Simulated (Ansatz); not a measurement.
# Work function of Cu(110): what the settings cost and change

Aim: the work function of Cu(110) against thickness and vacuum, with the cost.

Calculated with Ansatz 0.2.0; plane-wave DFT, PBE, Ansatz PAW.

The experiments to compare with:

For Cu (clean (110) face, a compiled value), “Anisotropic work function of elemental crystals” (2019, arxiv:1902.07811) quotes earlier work: work function (clean (110) face, a compiled value) 4.56 eV.

This is a report of a sequence of runs, with the program logs left out and the cost of each run kept.

## (1) Set-up

The cell holds 1 atom: 1 Cu. Its edges and angles: a = 3.610 Å, b = 2.553 Å, c = 18.000 Å, α = 90.0°, β = 90.0°, γ = 90.0°. Vacuum lies along c.

## (2) Slab, setting 1 layer

A work function rests on the faint tail of the density, so the SCF threshold is tight. The slab grows from one layer, at fixed mesh and 18 Å of vacuum; then the vacuum is varied on one slab.

The input, input.yaml:

```yaml
crystal:
  lattice:
    - [3.61, 0.0, 0.0]
    - [0.0, 2.5526554801, 0.0]
    - [0.0, 0.0, 18.0]
  atoms:
    - { symbol: Cu, position: [0.5, 0.5, 0.5] }
kpoints:
  mp_grid: { grid: [11, 16, 1] }
hamiltonian:
  xc: pbe
scf:
  occupations: { method: fermi_dirac, width: 0.1 }
  convergence: { dr2_threshold: 1.0e-09 }
efield:
  axis: 3
  dipole_correction: true
  ramp_position: 0.97
  ramp_width: 0.06
output:
  write_potential: true
  write_density: true
  volumetric_format: npy
  elf: true
```

Started as:

```sh
$ ansatz run input.yaml --threads 2 --pin off --max-ram 3072MiB --backend cpu --events-out ev --progress --plain --runs-dir out
```

Wall time 23 s (2 threads of Arm Neoverse N1, shared host); peak memory 0.47 GiB.

Numbers from this step:

```yaml
energy_at_zero_smearing: -6623.2424 eV
work_function_upper_face: 5.084 eV
```

Running mean over 1.276 Å of the planar mean; the ramp of the sawtooth is left out. The electron's electrostatic potential energy less the Fermi level by z:

| z (Å) | electron's electrostatic potential energy less the Fermi level (eV) |
| --- | --- |
| 2.88 | 5.08 |
| 3.31 | 5.08 |
| 3.74 | 5.08 |
| 4.18 | 5.08 |
| 4.61 | 5.08 |
| 5.04 | 5.08 |
| 5.47 | 5.08 |
| 5.90 | 5.07 |
| 6.19 | 5.06 |
| 6.62 | 5.00 |
| 7.06 | 4.82 |
| 7.49 | 4.28 |
| 7.92 | 2.33 |
| 8.35 | -1.58 |
| 8.78 | -5.14 |
| 9.22 | -5.14 |
| 9.65 | -1.58 |
| 10.08 | 2.33 |
| 10.51 | 4.28 |
| 10.94 | 4.82 |
| 11.38 | 5.00 |
| 11.81 | 5.06 |
| 12.10 | 5.07 |
| 12.53 | 5.08 |
| 12.96 | 5.08 |
| 13.39 | 5.08 |
| 13.82 | 5.08 |
| 14.26 | 5.08 |
| 14.69 | 5.08 |
| 15.12 | 5.08 |

ELF in the ca plane at fractional y = 0.500, with atoms of Cu within 0.2 Å of it. It is the smooth field of the valence electrons, not physical close to the nuclei.

Values, 5 rows by 16 columns, each cell a mean:
```
0.00 0.00 0.00 0.00 0.00 0.01 0.06 0.14 0.14 0.08 0.01 0.00 0.00 0.00 0.00 0.00
0.00 0.00 0.00 0.00 0.00 0.02 0.12 0.20 0.23 0.14 0.03 0.00 0.00 0.00 0.00 0.00
0.00 0.00 0.00 0.00 0.00 0.02 0.13 0.32 0.43 0.15 0.03 0.00 0.00 0.00 0.00 0.00
0.00 0.00 0.00 0.00 0.00 0.01 0.11 0.17 0.18 0.13 0.02 0.00 0.00 0.00 0.00 0.00
0.00 0.00 0.00 0.00 0.00 0.00 0.04 0.13 0.14 0.06 0.01 0.00 0.00 0.00 0.00 0.00
```
Columns run along c (18.0 Å), rows up along a (3.6 Å). Atoms in or near the plane, at fractional coordinates: Cu at (0.50, 0.50).

Electrostatic potential energy in the ca plane at fractional y = 0.500, with atoms of Cu within 0.2 Å of it. With pseudopotentials it is smooth inside the atoms' cores, unlike the true potential.

Values in eV, 5 rows by 16 columns, each cell a mean:
```
  2   2   2   2   2   2   1   0  -1   1   2   2   2   2   2   2
  2   2   2   2   2   2   1 -11 -14   0   2   2   2   2   2   2
  2   2   2   2   2   2   1 -17 -20   0   1   2   2   2   2   2
  2   2   2   2   2   2   1  -8 -10   1   2   2   2   2   2   2
  2   2   2   2   2   2   1   0   0   1   2   2   2   2   2   2
```
Columns run along c (18.0 Å; values clipped at the 3rd and 97th percentile), rows up along a (3.6 Å). Atoms in or near the plane, at fractional coordinates: Cu at (0.50, 0.50).

Valence density in the ca plane at fractional y = 0.500, with atoms of Cu within 0.2 Å of it. It is the smooth field of the valence electrons, not physical close to the nuclei.

Values in e/Å³, 5 rows by 16 columns, each cell a mean:
```
 0  0  0  0  0  0  0  0  0  0  0  0  0  0  0  0
 0  0  0  0  0  0  0  2  3  0  0  0  0  0  0  0
 0  0  0  0  0  0  0  8 15  0  0  0  0  0  0  0
 0  0  0  0  0  0  0  1  1  0  0  0  0  0  0  0
 0  0  0  0  0  0  0  0  0  0  0  0  0  0  0  0
```
Columns run along c (18.0 Å), rows up along a (3.6 Å). Atoms in or near the plane, at fractional coordinates: Cu at (0.50, 0.50).

The work function is 5.084 eV.

## (3) Run, 2 atoms

System of this step: Cu(110). The cell holds 2 atoms: 2 Cu. Cell: a = 3.610 Å, b = 2.553 Å, c = 19.276 Å, α = 90.0°, β = 90.0°, γ = 90.0°. Vacuum lies along c.

input.yaml, the sections that differ from step 2:

```yaml
crystal:
  lattice:
    - [3.61, 0.0, 0.0]
    - [0.0, 2.5526554801, 0.0]
    - [0.0, 0.0, 19.27632774]
  atoms:
    - { symbol: Cu, position: [0.5, 0.5, 0.4668939085] }
    - { symbol: Cu, position: [0.0, 0.0, 0.5331060915] }
output:
  write_potential: true
  write_density: true
  volumetric_format: npy
# kpoints, hamiltonian, scf, efield: as in step 2
```

Wall time 38 s (2 threads); peak memory 0.49 GiB; 62 s of CPU time.

The work function is 4.402 eV, -0.682 eV from the run “1 layer”, at 1.7 times its CPU time.

## (4) Run, 3 atoms

System of this step: Cu(110). The cell holds 3 atoms: 3 Cu. Cell: a = 3.610 Å, b = 2.553 Å, c = 20.553 Å, α = 90.0°, β = 90.0°, γ = 90.0°. Vacuum lies along c.

input.yaml, the sections that differ from step 3:

```yaml
crystal:
  lattice:
    - [3.61, 0.0, 0.0]
    - [0.0, 2.5526554801, 0.0]
    - [0.0, 0.0, 20.5526554801]
  atoms:
    - { symbol: Cu, position: [0.0, 0.0, 0.4378996188] }
    - { symbol: Cu, position: [0.5, 0.5, 0.5] }
    - { symbol: Cu, position: [0.0, 0.0, 0.5621003812] }
# kpoints, hamiltonian, scf, efield, output: as in step 3
```

It took 65 s on 2 threads; peak memory 0.6 GiB.

The work function is 4.415 eV, +0.013 eV from the run “2 layers”, at 1.8 times its CPU time.

## (5) Slab, 4 atoms

System of this step: Cu(110). The cell holds 4 atoms: 4 Cu. Cell: a = 3.610 Å, b = 2.553 Å, c = 21.829 Å, α = 90.0°, β = 90.0°, γ = 90.0°. Vacuum lies along c.

input.yaml, the sections that differ from step 4:

```yaml
crystal:
  lattice:
    - [3.61, 0.0, 0.0]
    - [0.0, 2.5526554801, 0.0]
    - [0.0, 0.0, 21.8289832201]
  atoms:
    - { symbol: Cu, position: [0.5, 0.5, 0.412295887] }
    - { symbol: Cu, position: [0.0, 0.0, 0.4707652957] }
    - { symbol: Cu, position: [0.5, 0.5, 0.5292347043] }
    - { symbol: Cu, position: [0.0, 0.0, 0.587704113] }
# kpoints, hamiltonian, scf, efield, output: as in step 4
```

It took 83 s on 2 threads; peak memory 0.72 GiB; 2.4 min of CPU time.

The work function is 4.414 eV, -0.000 eV from the run “3 layers”, at 1.3 times its CPU time.

## (6) Run, 5 atoms

System of this step: Cu(110). The cell holds 5 atoms: 5 Cu. Cell: a = 3.610 Å, b = 2.553 Å, c = 23.105 Å, α = 90.0°, β = 90.0°, γ = 90.0°. Vacuum lies along c.

input.yaml, the sections that differ from step 5:

```yaml
crystal:
  lattice:
    - [3.61, 0.0, 0.0]
    - [0.0, 2.5526554801, 0.0]
    - [0.0, 0.0, 23.1053109602]
  atoms:
    - { symbol: Cu, position: [0.0, 0.0, 0.3895208342] }
    - { symbol: Cu, position: [0.5, 0.5, 0.4447604171] }
    - { symbol: Cu, position: [0.0, 0.0, 0.5] }
    - { symbol: Cu, position: [0.5, 0.5, 0.5552395829] }
    - { symbol: Cu, position: [0.0, 0.0, 0.6104791658] }
# kpoints, hamiltonian, scf, efield, output: as in step 5
```

Wall time 1.8 min (2 threads); peak memory 0.86 GiB; 3 min of CPU time.

The work function is 4.339 eV, -0.076 eV from the run “4 layers”, at 1.2 times its CPU time.

## (7) Slab, 6 atoms

System of this step: Cu(110). The cell holds 6 atoms: 6 Cu. Its edges and angles: a = 3.610 Å, b = 2.553 Å, c = 24.382 Å, α = 90.0°, β = 90.0°, γ = 90.0°. Vacuum lies along c.

input.yaml, the sections that differ from step 6:

```yaml
crystal:
  lattice:
    - [3.61, 0.0, 0.0]
    - [0.0, 2.5526554801, 0.0]
    - [0.0, 0.0, 24.3816387002]
  atoms:
    - { symbol: Cu, position: [0.5, 0.5, 0.3691302341] }
    - { symbol: Cu, position: [0.0, 0.0, 0.4214781404] }
    - { symbol: Cu, position: [0.5, 0.5, 0.4738260468] }
    - { symbol: Cu, position: [0.0, 0.0, 0.5261739532] }
    - { symbol: Cu, position: [0.5, 0.5, 0.5785218596] }
    - { symbol: Cu, position: [0.0, 0.0, 0.6308697659] }
# kpoints, hamiltonian, scf, efield, output: as in step 6
```

Elapsed: 2.5 min, on 2 threads; peak memory 1 GiB.

The work function is 4.422 eV, +0.083 eV from the run “5 layers”, at 1.5 times its CPU time.

## (8) Slab, 8 atoms

System of this step: Cu(110). The cell holds 8 atoms: 8 Cu. Its edges and angles: a = 3.610 Å, b = 2.553 Å, c = 26.934 Å, α = 90.0°, β = 90.0°, γ = 90.0°. Vacuum lies along c.

input.yaml, the sections that differ from step 7:

```yaml
crystal:
  lattice:
    - [3.61, 0.0, 0.0]
    - [0.0, 2.5526554801, 0.0]
    - [0.0, 0.0, 26.9342941803]
  atoms:
    - { symbol: Cu, position: [0.5, 0.5, 0.3341464952] }
    - { symbol: Cu, position: [0.0, 0.0, 0.3815332108] }
    - { symbol: Cu, position: [0.5, 0.5, 0.4289199265] }
    - { symbol: Cu, position: [0.0, 0.0, 0.4763066422] }
    - { symbol: Cu, position: [0.5, 0.5, 0.5236933578] }
    - { symbol: Cu, position: [0.0, 0.0, 0.5710800735] }
    - { symbol: Cu, position: [0.5, 0.5, 0.6184667892] }
    - { symbol: Cu, position: [0.0, 0.0, 0.6658535048] }
# kpoints, hamiltonian, scf, efield, output: as in step 7
```

The job ended after 3.9 min (2 threads; peak memory 1.4 GiB).

The work function is 4.425 eV, +0.003 eV from the run “6 layers”, at 1.6 times its CPU time.

## (9) Run, 10 atoms

System of this step: Cu(110). The cell holds 10 atoms: 10 Cu. Cell: a = 3.610 Å, b = 2.553 Å, c = 29.487 Å, α = 90.0°, β = 90.0°, γ = 90.0°. Vacuum lies along c.

input.yaml, the sections that differ from step 8:

```yaml
crystal:
  lattice:
    - [3.61, 0.0, 0.0]
    - [0.0, 2.5526554801, 0.0]
    - [0.0, 0.0, 29.4869496604]
  atoms:
    - { symbol: Cu, position: [0.5, 0.5, 0.3052197702] }
    - { symbol: Cu, position: [0.0, 0.0, 0.3485042657] }
    - { symbol: Cu, position: [0.5, 0.5, 0.3917887612] }
    - { symbol: Cu, position: [0.0, 0.0, 0.4350732567] }
    - { symbol: Cu, position: [0.5, 0.5, 0.4783577522] }
    - { symbol: Cu, position: [0.0, 0.0, 0.5216422478] }
    - { symbol: Cu, position: [0.5, 0.5, 0.5649267433] }
    - { symbol: Cu, position: [0.0, 0.0, 0.6082112388] }
    - { symbol: Cu, position: [0.5, 0.5, 0.6514957343] }
    - { symbol: Cu, position: [0.0, 0.0, 0.6947802298] }
# kpoints, hamiltonian, scf, efield, output: as in step 8
```

Run time: 5.8 min. Hardware: 2 threads; peak memory 1.8 GiB.

The work function is 4.414 eV, -0.011 eV from the run “8 layers”, at 1.5 times its CPU time.

## (10) Run, 13 atoms

System of this step: Cu(110). The cell holds 13 atoms: 13 Cu. Its edges and angles: a = 3.610 Å, b = 2.553 Å, c = 33.316 Å, α = 90.0°, β = 90.0°, γ = 90.0°. Vacuum lies along c.

input.yaml, the sections that differ from step 9:

```yaml
crystal:
  lattice:
    - [3.61, 0.0, 0.0]
    - [0.0, 2.5526554801, 0.0]
    - [0.0, 0.0, 33.3159328805]
  atoms:
    - { symbol: Cu, position: [0.0, 0.0, 0.2701410173] }
    - { symbol: Cu, position: [0.5, 0.5, 0.3084508477] }
    - { symbol: Cu, position: [0.0, 0.0, 0.3467606782] }
    - { symbol: Cu, position: [0.5, 0.5, 0.3850705086] }
    - { symbol: Cu, position: [0.0, 0.0, 0.4233803391] }
    - { symbol: Cu, position: [0.5, 0.5, 0.4616901695] }
    - { symbol: Cu, position: [0.0, 0.0, 0.5] }
    - { symbol: Cu, position: [0.5, 0.5, 0.5383098305] }
    - { symbol: Cu, position: [0.0, 0.0, 0.5766196609] }
    - { symbol: Cu, position: [0.5, 0.5, 0.6149294914] }
    - { symbol: Cu, position: [0.0, 0.0, 0.6532393218] }
    - { symbol: Cu, position: [0.5, 0.5, 0.6915491523] }
    - { symbol: Cu, position: [0.0, 0.0, 0.7298589827] }
# kpoints, hamiltonian, scf, efield, output: as in step 9
```

It took 9.9 min on 2 threads; peak memory 2.5 GiB.

The work function is 4.325 eV, -0.089 eV from the run “10 layers”, at 1.7 times its CPU time.

## (11) Run, 7 atoms

System of this step: Cu(110). The cell holds 7 atoms: 7 Cu. Its edges and angles: a = 3.610 Å, b = 2.553 Å, c = 17.658 Å, α = 90.0°, β = 90.0°, γ = 90.0°. Vacuum lies along c.

input.yaml, the sections that differ from step 10:

```yaml
crystal:
  lattice:
    - [3.61, 0.0, 0.0]
    - [0.0, 2.5526554801, 0.0]
    - [0.0, 0.0, 17.6579664403]
  atoms:
    - { symbol: Cu, position: [0.0, 0.0, 0.2831583137] }
    - { symbol: Cu, position: [0.5, 0.5, 0.3554388758] }
    - { symbol: Cu, position: [0.0, 0.0, 0.4277194379] }
    - { symbol: Cu, position: [0.5, 0.5, 0.5] }
    - { symbol: Cu, position: [0.0, 0.0, 0.5722805621] }
    - { symbol: Cu, position: [0.5, 0.5, 0.6445611242] }
    - { symbol: Cu, position: [0.0, 0.0, 0.7168416863] }
# kpoints, hamiltonian, scf, efield, output: as in step 10
```

Elapsed: 2.2 min, on 2 threads; peak memory 0.9 GiB.

The work function is 4.311 eV. The program marks this work function as in doubt.

## (12) Slab, 7 atoms

The cell differs from the one that the last finished run ended in (c 17.658 → 21.658 Å).

input.yaml, the sections that differ from step 11:

```yaml
crystal:
  lattice:
    - [3.61, 0.0, 0.0]
    - [0.0, 2.5526554801, 0.0]
    - [0.0, 0.0, 21.6579664403]
  atoms:
    - { symbol: Cu, position: [0.0, 0.0, 0.3232067064] }
    - { symbol: Cu, position: [0.5, 0.5, 0.3821378043] }
    - { symbol: Cu, position: [0.0, 0.0, 0.4410689021] }
    - { symbol: Cu, position: [0.5, 0.5, 0.5] }
    - { symbol: Cu, position: [0.0, 0.0, 0.5589310979] }
    - { symbol: Cu, position: [0.5, 0.5, 0.6178621957] }
    - { symbol: Cu, position: [0.0, 0.0, 0.6767932936] }
# kpoints, hamiltonian, scf, efield, output: as in step 11
```

The job ended after 2.3 min (2 threads; peak memory 1 GiB; 4.4 min of CPU time).

The work function is 4.317 eV, +0.006 eV from the run “7 layers, 10 Å of vacuum”, at 1.0 times its CPU time.

## (13) Run, 7 atoms (run 2)

The cell differs from the one that the last finished run ended in (c 21.658 → 33.658 Å).

input.yaml, the sections that differ from step 12:

```yaml
crystal:
  lattice:
    - [3.61, 0.0, 0.0]
    - [0.0, 2.5526554801, 0.0]
    - [0.0, 0.0, 33.6579664403]
  atoms:
    - { symbol: Cu, position: [0.0, 0.0, 0.3862384266] }
    - { symbol: Cu, position: [0.5, 0.5, 0.4241589511] }
    - { symbol: Cu, position: [0.0, 0.0, 0.4620794755] }
    - { symbol: Cu, position: [0.5, 0.5, 0.5] }
    - { symbol: Cu, position: [0.0, 0.0, 0.5379205245] }
    - { symbol: Cu, position: [0.5, 0.5, 0.5758410489] }
    - { symbol: Cu, position: [0.0, 0.0, 0.6137615734] }
# kpoints, hamiltonian, scf, efield, output: as in step 12
```

Wall time 3.7 min (2 threads); peak memory 1.5 GiB.

The work function is 4.317 eV, +0.000 eV from the run “7 layers, 14 Å of vacuum”, at 1.6 times its CPU time.

## (14) Comparing the runs

Times are for 2 threads of Arm Neoverse N1, shared host. The runs compared:

| no. | setting | work function, upper face (eV) | time | memory (GiB) |
| --- | --- | --- | --- | --- |
| 1 | 1 layer | 5.084 | 23 s | 0.47 |
| 2 | 2 layers | 4.402 | 38 s | 0.49 |
| 3 | 3 layers | 4.415 | 65 s | 0.6 |
| 4 | 4 layers | 4.414 | 83 s | 0.72 |
| 5 | 5 layers | 4.339 | 1.8 min | 0.86 |
| 6 | 6 layers | 4.422 | 2.5 min | 1.0 |
| 7 | 8 layers | 4.425 | 3.9 min | 1.4 |
| 8 | 10 layers | 4.414 | 5.8 min | 1.8 |
| 9 | 13 layers | 4.325 | 9.9 min | 2.5 |
| 10 | 7 layers, 10 Å of vacuum | 4.311 | 2.2 min | 0.9 |
| 11 | 7 layers, 14 Å of vacuum | 4.317 | 2.3 min | 1.0 |
| 12 | 7 layers, 26 Å of vacuum | 4.317 | 3.7 min | 1.5 |

## (15) A changed input

This step: plane-wave DFT, PBE, Ansatz PAW, but for the change named below (Ansatz 0.2.0).

System of this step: Cu(110) monolayer. The cell holds 1 atom: 1 Cu. Its edges and angles: a = 3.610 Å, b = 2.553 Å, c = 18.000 Å, α = 90.0°, β = 90.0°, γ = 90.0°. Vacuum lies along c.

An input spoilt on purpose, to show how the run answers: it repeats the earlier run “1 layer” with hamiltonian.hubbard to sites: [species: Cu, l: d, u_eff: -5.0], and scf.max_iter set to 80; its output block differs too.

input.yaml, the sections that differ from step 13:

```yaml
crystal:
  lattice:
    - [3.61, 0.0, 0.0]
    - [0.0, 2.5526554801, 0.0]
    - [0.0, 0.0, 18.0]
  atoms:
    - { symbol: Cu, position: [0.5, 0.5, 0.5] }
hamiltonian:
  xc: pbe
  hubbard: { sites: [{ species: Cu, l: d, u_eff: -5.0 }] }
scf:
  occupations: { method: fermi_dirac, width: 0.1 }
  convergence: { dr2_threshold: 1.0e-09 }
  max_iter: 80
# kpoints, efield, output: as in step 13
```

Wall time 35 s (2 threads); peak memory 0.48 GiB.

| quantity | this run | earlier run | difference |
| --- | --- | --- | --- |
| work function, upper face (eV) | 4.419 | 5.084 | -0.67 |

It moves by -0.665 eV.

The fault (an enormous or negative U) shows in the results, which are not taken further.

## (16) What came out

```yaml
work_function_1_layer: 5.084 eV
work_function_6_layers: 4.422 eV
work_function_13_layers: 4.325 eV
work_function_7_layers_10_a_of_vacuum: 4.311 eV
```

What this shows: The thickest slab gives 4.33 eV, and the settings tried spread the value from 4.31 to 5.08 eV. The 13- and 10-layer slabs differ by 0.05 eV or more, so the series is not shown to have settled. Beyond two layers the value swings up and down with thickness, as is usual where quantum-well states cross the Fermi level; the levels were not examined here. Going from 10 to 26 Å of vacuum moves it by 0.006 eV. The program marks the value as in doubt in “7 layers, 10 Å of vacuum”. The ladder's slabs use the tabulated experimental lattice constant (two decimals; a low-temperature value for the alkali metals). In 1 run of the series (7 layers, 10 Å of vacuum) the program warns that electrons reach the sawtooth's ramp, which makes dipole and work function less sure.

Calculation against experiment:

| quantity | measured | 13 layers |
| --- | --- | --- |
| work function (clean (110) face, a compiled value) (eV) | 4.56 | 4.33 (-0.23 eV) |

Measured values from arxiv:1902.07811 (2019).

**Verdict.** The work function is off by -0.23 eV: fair agreement. No cell relaxation is part of this session.

[Long decimals in the printed logs are rounded to 6 places.]

[Logs are printed without paths, hosts, clocks, repeated set-up lines and the standing remarks that a program may print on its own settings, such as how far it seeks lower states.]

[Hosts, paths, dates, database ids (printed as entryN), source tags and the programs' standing remarks are cut or masked in the printed files.]

[Maps of the electrostatic potential energy from Ansatz leave out the sawtooth potential of an applied field or a dipole correction, so their vacuum need not be flat; planar profiles and work functions include it.]
